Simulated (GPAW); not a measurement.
# Dielectric function and optical constants of MoS3 (model structure)

Aim: the dielectric function of MoS3 (model structure), and the optical constants that follow from it. The structure is a model built here, which may or may not match a known phase. It was built so: All O replaced by S and W replaced by Mo in the Pm-3m structure of WO3. The cell given below was relaxed beforehand with Ansatz.

Main program and level: GPAW 26.7.0; DFT, PBE, plane-wave PAW (GPAW data sets), scalar-relativistic, RPA, optical limit.

Report form: the programs' logs are mostly left out.

### Step 1. Starting point

It takes space group Pm-3m (No. 221, cubic). Conventional cell: a = 4.686 Å, b = 4.686 Å, c = 4.686 Å, α = 90.00°, β = 90.00°, γ = 90.00°. Mo has 6 S at 2.34 Å nearest. S has 2 Mo at 2.34 Å nearest. All O replaced by S and W replaced by Mo in the Pm-3m structure of WO3. Farther neighbours and most contacts between anions are not listed.

### Step 2. Ground state

First the ground state: is it a metal or has it a gap?

This step: DFT, PBE, plane-wave PAW (GPAW data sets), scalar-relativistic, ground state (GPAW 26.7.0).

gs.py reads:

```python
from ase import Atoms
from ase.dft.bandgap import bandgap
from gpaw import GPAW, PW, FermiDirac

atoms = Atoms(['Mo', 'S', 'S', 'S'],
              cell=[[4.68616275, 0.00000000, 0.00000000],
                    [0.00000000, 4.68616275, 0.00000000],
                    [0.00000000, 0.00000000, 4.68616275]],
              scaled_positions=[[1.00000000, 0.00000000, 0.00000000],
                                [0.50000000, 1.00000000, 0.00000000],
                                [0.00000000, 0.50000000, 0.00000000],
                                [0.00000000, 0.00000000, 0.50000000]],
              pbc=[True, True, True])
atoms.calc = GPAW(mode=PW(400), xc='PBE', kpts={'size': (5, 5, 5), 'gamma': True},
                  occupations=FermiDirac(0.05), maxiter=150, txt='gs.txt')
print('energy (eV)', atoms.get_potential_energy())
print('Fermi level (eV)', atoms.calc.get_fermi_level())
print('valence electrons', atoms.calc.get_number_of_electrons())
print('gap (eV)', bandgap(atoms.calc, output=None)[0])
print('direct gap (eV)', bandgap(atoms.calc, direct=True, output=None)[0])
atoms.calc.write('gs.gpw')
```

Started as:

```
> OMP_NUM_THREADS=1 python gs.py
```

Wall time 9 s (1 thread of Arm Neoverse V2, shared host); peak memory 0.15 GiB.

This step gave:

* energy: -23.38 eV
* Fermi energy: 3.544 eV
* electrons: 32

There are states at the Fermi level within the smearing, so the occupations stay smeared and the carriers get a Drude term.

### Step 3. Bands for the response

At the fixed density, many empty bands are solved on the mesh of the response, since the spectrum sums over them.

This step: DFT, PBE, plane-wave PAW (GPAW data sets), scalar-relativistic, bands at fixed density (GPAW 26.7.0).

nscf.py reads:

```python
from ase.dft.bandgap import bandgap
from gpaw import GPAW, FermiDirac

calc = GPAW('gs.gpw').fixed_density(kpts={'size': (8, 8, 8), 'gamma': True}, nbands=42, convergence={'bands': 36},
                                    occupations=FermiDirac(0.05), txt='nscf.txt')
print('gap (eV)', bandgap(calc, output=None)[0])
print('direct gap (eV)', bandgap(calc, direct=True, output=None)[0])
calc.write('full.gpw', mode='all')
```

Started as:

```
> OMP_NUM_THREADS=1 python nscf.py
```

It took 61 s on 1 thread; peak memory 0.21 GiB.

### Step 4. Dielectric function, RPA

Local fields let the induced charge screen the field inside the cell, which as a rule lowers ε, most along directions where the density is uneven.

This step: DFT, PBE, plane-wave PAW (GPAW data sets), scalar-relativistic, RPA, optical limit (GPAW 26.7.0).

df.py reads:

```python
from gpaw.response.df import DielectricFunction

df = DielectricFunction('full.gpw', frequencies={'type': 'nonlinear', 'domega0': 0.03, 'omega2': 8},
                        ecut=30,
                        eta=0.05,
                        nbands=36,
                        rate=0.03,
                        txt='df.txt')
for direction in ['x']:
    df.get_dielectric_function(xc='RPA', direction=direction, filename=f'df_{direction}.csv')
```

Started as:

```
> OMP_NUM_THREADS=1 python df.py
```

The job ended after 11 s (1 thread; peak memory 0.25 GiB).

The Im ε, E ∥ x has structure finer than the step of the table below, so its rows give means over 0.5 eV, whole bins alone (the curve runs from 0.305 to 13.3 eV). Peaks (eV: height): 0.68: 23.1, 1.21: 69.2.

Sum at mesh points, not converged in k. The Im ε, E ∥ x by photon energy; means over each step:

```tsv
photon energy (eV)	Im ε, E ∥ x
1.0	28.9
1.5	26.2
2.0	4.90
2.5	2.13
3.0	4.51
3.5	4.45
4.0	6.12
4.5	4.42
5.0	3.88
5.5	2.70
6.0	2.82
6.5	1.23
7.0	1.27
7.5	1.46
8.0	1.45
8.5	2.32
9.0	2.26
9.5	2.57
10.0	2.15
10.5	1.80
11.0	1.80
11.5	1.55
12.0	1.19
12.5	1.00
13.0	1.03
```

Values under 1 per cm are given as 1; sum at mesh points, not converged in k. Absorption coefficient, E ∥ x against photon energy:

```tsv
photon energy (eV)	absorption coefficient, E ∥ x (1/cm)
0.492	1.8e5
1.010	1.7e5
1.486	6.3e5
1.985	6.2e5
2.508	3.8e5
3.018	5.7e5
3.510	4.1e5
3.980	3.7e5
4.516	6.4e5
4.981	7.7e5
5.515	4.6e5
6.021	8.3e5
6.494	5.9e5
6.985	4.5e5
7.496	5.5e5
8.026	4.3e5
8.516	8.0e5
9.023	7.7e5
9.483	1.0e6
10.026	1.0e6
10.519	9.5e5
11.029	1.1e6
11.479	1.1e6
12.023	9.6e5
12.504	7.1e5
13.000	7.4e5
```

The reflectivity at normal incidence, E ∥ x has structure finer than the step of the table below, so its rows give means over 0.25 eV, whole bins alone (the curve runs from 0.305 to 13.3 eV). Peaks (eV: height): 0.683: 53.9, 1.314: 74.9, 1.912: 82.6, 3.807: 42.1, 4.380: 50.2, 5.270: 44.0, 6.441: 48.2.

Sum at mesh points, not converged in k. Reflectivity at normal incidence, E ∥ x against photon energy; means over each step:

```tsv
photon energy (eV)	reflectivity at normal incidence, E ∥ x (%)
0.50	66.9
0.75	44.3
1.00	52.0
1.25	71.2
1.50	69.9
1.75	78.3
2.00	78.3
2.25	69.0
2.50	41.2
2.75	17.5
3.00	32.3
3.25	20.5
3.50	22.4
3.75	32.0
4.00	24.9
4.25	42.5
4.50	35.7
4.75	31.2
5.00	30.0
5.25	37.2
5.50	20.4
5.75	29.6
6.00	33.7
6.25	34.8
6.50	34.5
6.75	11.8
7.00	10.7
7.25	6.70
7.50	9.37
7.75	7.33
8.00	7.01
8.25	11.2
8.50	14.7
8.75	12.1
9.00	13.1
9.25	16.1
9.50	19.2
9.75	18.1
10.00	19.7
10.25	16.4
10.50	15.7
10.75	15.5
11.00	17.1
11.25	17.2
11.50	18.8
11.75	17.1
12.00	16.5
12.25	13.1
12.50	9.65
12.75	9.48
13.00	9.22
```

The Im ε, E ∥ x has structure finer than the step of the table below, so its rows give means over 0.5 eV, whole bins alone (the curve runs from 0.305 to 13.3 eV). Peaks (eV: height): without local fields 0.68: 23.8, 1.18: 71.7; with local fields 0.68: 23.1, 1.21: 69.2.

Sum at mesh points, not converged in k. Table of Im ε, E ∥ x by photon energy; means over each step:

```tsv
photon energy (eV)	without local fields	with local fields
1.0	31.1	28.9
1.5	25.9	26.2
2.0	4.68	4.90
2.5	2.09	2.13
3.0	4.40	4.51
3.5	4.24	4.45
4.0	5.95	6.12
4.5	4.03	4.42
5.0	3.61	3.88
5.5	2.55	2.70
6.0	2.66	2.82
6.5	1.24	1.23
7.0	1.39	1.27
7.5	1.61	1.46
8.0	1.86	1.45
8.5	2.79	2.32
9.0	3.22	2.26
9.5	3.74	2.57
10.0	3.41	2.15
10.5	3.14	1.80
11.0	3.01	1.80
11.5	2.11	1.55
12.0	1.84	1.19
12.5	2.38	1.00
13.0	2.53	1.03
```

The loss function −Im 1/ε at q → 0, E ∥ x has structure finer than the step of the table below, so its rows give means over 0.5 eV, whole bins alone (the curve runs from 0.305 to 13.3 eV). Peaks (eV: height): 2.62: 0.610, 3.22: 0.374, 5.51: 0.559, 6.55: 1.60, 6.99: 0.835, 7.79: 0.596, 12.26: 0.986.

Sum at mesh points, not converged in k. Loss function −Im 1/ε at q → 0, E ∥ x against energy loss; means over each step:

```tsv
energy loss (eV)	loss function −Im 1/ε at q → 0, E ∥ x
1.0	0.0256
1.5	0.0261
2.0	0.0441
2.5	0.298
3.0	0.218
3.5	0.186
4.0	0.161
4.5	0.221
5.0	0.249
5.5	0.358
6.0	0.332
6.5	0.707
7.0	0.679
7.5	0.476
8.0	0.337
8.5	0.341
9.0	0.345
9.5	0.376
10.0	0.469
10.5	0.536
11.0	0.548
11.5	0.650
12.0	0.843
12.5	0.874
13.0	0.813
```

From ε follow the optical constants at some laser and lamp lines:

```tsv
wavelength (nm)	n	k	R (%)	1/α
1550	3.09	1.461	34.9	85 nm
633	0.60	3.226	81.5	16 nm
450	1.80	0.868	16.2	41 nm
405	1.27	1.628	34.9	20 nm
365	1.81	1.112	20.7	26 nm
308	2.23	1.136	23.9	22 nm
248	1.40	1.552	31.6	13 nm
```

In reflection the computed colour is yellow: x = 0.405, y = 0.433, luminous reflectivity 66 %.

### Step 5. Outcome

At this level (PBE, RPA) MoS3 is a metal. The mesh is too coarse to trust the carriers' weight, the reflectivity or the colour to better than tens of per cent. In reflection the computed colour is yellow: x = 0.405, y = 0.433, luminous reflectivity 66 %. The carriers' damping of 0.03 eV is typed, not computed; it shapes the response at the lowest energies. The run has no spin polarisation; magnetic order or correlation, untested here, could change the spectrum. The curves end at 13 eV, about where the summed bands run out. In this version of GPAW the matrix elements of the optical limit are incomplete, which can lower ε − 1 by up to a tenth where first-row anions or d states rule, and shift it by more in d metals. GPAW's carrier term has the form −ωp²/(ω + i·rate)², which damps like twice the rate and fails at low energy, so the curves leave the lowest energies out. The sum runs over mesh points 0.17 Å⁻¹ apart with no interpolation, so peaks are partly noise of the mesh, and the Drude plasma energy, a sum over the Fermi surface, isn't converged.

[Machine, clock and banner lines and Python warnings are left out of the logs.]

[Logs are printed without paths, hosts, clocks, repeated set-up lines and the standing remarks that a program may print on its own settings, such as how far it seeks lower states.]

[Hosts, paths, dates, database ids (printed as entryN), source tags and the programs' standing remarks are cut or masked in the printed files.]
